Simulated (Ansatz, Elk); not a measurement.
**Bonding as seen by X-rays: Mn3BOs**

The structure of Mn3BOs used here is made up (a known structure type with other elements) and was relaxed beforehand with PBEsol. The aim is the Fourier transform of its all-electron density, F(hkl), set beside the sum over free spherical atoms that refinements use.

Method: DFT, PBE, all-electron APW+lo, Dirac cores, scalar-relativistic bands, static density, no spin, in Elk 11.2.3 (patched build).

This account leaves out most program logs.

The structure was built from a prototype and need not be the compound's stable phase.

## (1) Set-up

Symmetry: Pm-3m, No. 221, cubic system. The conventional cell has a = 3.748 Å, b = 3.748 Å, c = 3.748 Å, α = 90.00°, β = 90.00°, γ = 90.00°. Nearest to Os lie 12 Mn at 2.65 Å. Nearest to Mn lie 2 B at 1.87 Å and 8 Mn at 2.65 Å and 4 Os at 2.65 Å. Nearest to B lie 6 Mn at 1.87 Å. Farther neighbours are not listed.

## (2) Ground state and structure factors

An all-electron density is needed, since X-rays see the cores too. Task 0 finds the density and task 195 Fourier-transforms it; tshift is off so that phases refer to the origin typed.

elk.in

```
tasks
  0
  195

xctype
  20

spinpol
  .false.

rgkmax
  7.0

gmaxvr
  14.0

lmaxo
  7

lmaxapw
  8

swidth
  0.002

tshift
  .false.

ramdisk
  .false.

hmaxvr
  5.5

maxscl
  120

epspot
  1e-06

sppath
  './'

avec
  7.08358593279 -0.00000000000 -0.00000000000
  -0.00000000000 7.08358593279 0.00000000000
  -0.00000000000 0.00000000000 7.08358593279

atoms
  3
  'Os.in'
  1
  -0.0000000000 0.0000000000 0.0000000000   0.000000 0.000000 0.000000
  'Mn.in'
  3
  0.5000000000 0.5000000000 0.0000000000   0.000000 0.000000 0.000000
  0.5000000000 0.0000000000 0.5000000000   0.000000 0.000000 0.000000
  0.0000000000 0.5000000000 0.5000000000   0.000000 0.000000 0.000000
  'B.in'
  1
  0.5000000000 0.5000000000 0.5000000000   0.000000 0.000000 0.000000

ngridk
  6 6 6
```

On the command line:

```
$ OMP_NUM_THREADS=4 elk
```

Elapsed: 28 s, on 4 threads of Arm Neoverse V2, shared host; peak memory 0.22 GiB; 85 s of CPU time.

SFACRHO.OUT:

```text

h k l indices transformed by vhmat matrix:
   1.000000000       0.000000000       0.000000000    
   0.000000000       1.000000000       0.000000000    
   0.000000000       0.000000000       1.000000000    

      h      k      l  multipl.   |H|            Re(F)            Im(F)           |F|

      0      0      0      1   0.0000000       156.00000      0.35643521E-18   156.00000    
     -1      0      0      6  0.88700629       43.989687     -0.51206958E-14   43.989687    
      1     -1      0     12   1.2544163       48.727470     -0.24894118E-14   48.727470    
     -1     -1     -1      8   1.5363400       112.57595      0.12217364E-13   112.57595    
      0      0     -2      6   1.7740126       111.32433      0.85454987E-14   111.32433    
     -1     -2      0     24   1.9834064       39.263033     -0.45801169E-14   39.263033    
      1     -2      1     24   2.1727128       42.105054     -0.74724924E-14   42.105054    
      0      2     -2     12   2.5088327       94.336922      0.37764725E-14   94.336922    
      0     -3      0      6   2.6610189       35.944752     -0.10212934E-13   35.944752    
     -1      2     -2     24   2.6610189       36.000947     -0.91232480E-15   36.000947    
      3      1      0     24   2.8049602       38.470359     -0.87606634E-15   38.470359    
      1     -3      1     24   2.9418671       82.652765      0.27400823E-14   82.652765    
     -2      2      2      8   3.0726799       83.408677     -0.60706942E-14   83.408677    
     -3      2      0     24   3.1981467       33.269009     -0.14105279E-13   33.269009    
     -3      1      2     48   3.3188737       35.703167      0.97135938E-14   35.703167    
      0     -4      0      6   3.5480252       75.779317      0.10847574E-13   75.779317    
      2     -2     -3     24   3.6572206       31.119502     -0.14723521E-13   31.119502    
      4     -1      0     24   3.6572206       31.067187     -0.19072577E-14   31.067187
```

Elk indexes on the primitive cell of elk.in and gives |H| = 4π sin θ/λ in inverse bohr. Below, one row stands for each form hkl of the conventional cell (m members, Friedel mates merged), F is for one primitive cell and the density is static (no thermal factor). Free-atom factors are Waasmaier and Kirfel's, and R is Σm||F|−|F'||/Σm|F|.

| hkl | m | sin θ/λ (Å⁻¹) | abs F, DFT | neutral atoms | diff. |
| --- | --- | --- | --- | --- | --- |
| 100 | 6 | 0.133 | 43.990 | 44.460 | -0.471 |
| 110 | 12 | 0.189 | 48.727 | 48.515 | +0.212 |
| 111 | 8 | 0.231 | 112.576 | 113.466 | -0.890 |
| 200 | 6 | 0.267 | 111.324 | 112.007 | -0.683 |
| 210 | 24 | 0.298 | 39.263 | 39.330 | -0.067 |
| 211 | 24 | 0.327 | 42.105 | 42.114 | -0.009 |
| 220 | 12 | 0.377 | 94.337 | 94.555 | -0.218 |
| 300 | 6 | 0.400 | 35.945 | 35.877 | +0.067 |
| 221 | 24 | 0.400 | 36.001 | 35.877 | +0.123 |
| 310 | 24 | 0.422 | 38.470 | 38.438 | +0.033 |
| 311 | 24 | 0.442 | 82.653 | 82.604 | +0.049 |
| 222 | 8 | 0.462 | 83.409 | 83.418 | -0.009 |
| 320 | 24 | 0.481 | 33.269 | 33.253 | +0.016 |
| 321 | 48 | 0.499 | 35.703 | 35.748 | -0.045 |
| 400 | 6 | 0.534 | 75.779 | 75.585 | +0.194 |
| 322 | 24 | 0.550 | 31.119 | 31.158 | -0.039 |
| 410 | 24 | 0.550 | 31.067 | 31.158 | -0.091 |
| 411 | 24 | 0.566 | 33.534 | 33.580 | -0.045 |

## (3) The highest occupied states alone

An energy window below the Fermi level keeps the highest occupied states, to see at which angles they scatter; shallow core shells can lie inside it and anion s states outside. No new self-consistency is needed.

Changes to elk.in since step 2:

```diff
@@ -1,3 +1,2 @@
 tasks
-  0
   195
@@ -40,2 +39,5 @@
 
+wsfac
+  0.016480 0.757470
+
 sppath
```

On the command line:

```
$ OMP_NUM_THREADS=4 elk
```

Wall time 6.1 s (4 threads); peak memory 0.17 GiB; 8.7 s of CPU time.

States within 12 eV below the Fermi level hold 32.00 electrons; any levels below the window count with the cores. Their amplitudes can exceed the total, where window and core parts have opposite phase:

```
hkl  sin θ/λ (Å⁻¹)  abs F, window  abs F, all
100          0.133          2.272      43.990
110          0.189          0.140      48.727
111          0.231          8.122     112.576
200          0.267          7.305     111.324
210          0.298          1.611      39.263
211          0.327          1.256      42.105
220          0.377          3.629      94.337
300          0.400          1.051      35.945
221          0.400          1.010      36.001
310          0.422          1.053      38.470
```

## (4) Another functional

The difference from free atoms is small, so it is set against the change that PBEsol makes.

Changes to elk.in since step 3:

```diff
@@ -1,2 +1,3 @@
 tasks
+  0
   195
@@ -4,3 +5,3 @@
 xctype
-  20
+  22
 
@@ -39,5 +40,2 @@
 
-wsfac
-  0.016480 0.757470
-
 sppath
```

On the command line:

```
$ OMP_NUM_THREADS=4 elk
```

Run time: 30 s. Hardware: 4 threads; peak memory 0.2 GiB; 94 s of CPU time.

Against the first run R = 0.01 %; the largest change is -0.035 at 200.

## (5) A coarser k-mesh

About half the k-points along each axis test the sampling.

Changes to elk.in since step 4:

```diff
@@ -5,3 +5,3 @@
 xctype
-  22
+  20
 
@@ -63,2 +63,2 @@
 ngridk
-  6 6 6
+  3 3 3
```

On the command line:

```
$ OMP_NUM_THREADS=4 elk
```

Run time: 14 s. Hardware: 4 threads; peak memory 0.2 GiB.

Against the first run R = 0.04 %; the largest change is +0.098 at 400.

## (6) Settings against the effect

```csv
run,R against the first run (%),"R against neutral atoms, low angle (%)",wall time
"PBE, rgkmax 7",0.00,0.54,28 s
PBEsol,0.01,0.54,30 s
k-mesh 3×3×3,0.04,0.53,14 s
```

## (7) What came out

```json
{
 "R against neutral atoms, sin θ/λ < 0.3 Å⁻¹": "0.54 %",
 "R against neutral atoms, 0.3 to 0.82 Å⁻¹": "0.21 %"
}
```

What this shows: Independent neutral atoms miss the calculated amplitudes by R = 0.54 % below 0.3 Å⁻¹ and 0.21 % from there to 0.82 Å⁻¹; by shells, 1.07 % below 0.15 Å⁻¹ (1 form), 0.50 % 0.15 to 0.3 (4 forms), 0.13 % 0.3 to 0.45 (6 forms), 0.22 % above 0.45 (33 forms). Bonding, aspherical density and the tables' own atoms all enter these figures, and the runs don't part them. The largest change of an amplitude is -0.89 electrons, at 111. The window's part falls from 32.0 electrons at the origin to at most 2.10 between 0.45 and 0.82 Å⁻¹, where compact states inside the window still scatter. Below 0.3 Å⁻¹ the changes that finished (PBEsol and k-mesh 3×3×3) move F by R = 0.02 % at most, against the 0.54 % that separates it from free atoms. The basis has no finished test. These runs have no spin, though d or f shells may be open. Spin-orbit coupling is left out, which can matter for elements this heavy. Part of the difference isn't bonding: the tables are fits to free atoms and ions calculated by other methods than this functional. Thermal motion, anomalous dispersion and extinction are left out.

[Logs are printed without paths, hosts, clocks, repeated set-up lines and the standing remarks that a program may print on its own settings, such as how far it seeks lower states.]

[Hosts, paths, dates, database ids (printed as entryN), source tags and the programs' standing remarks are cut or masked in the printed files.]
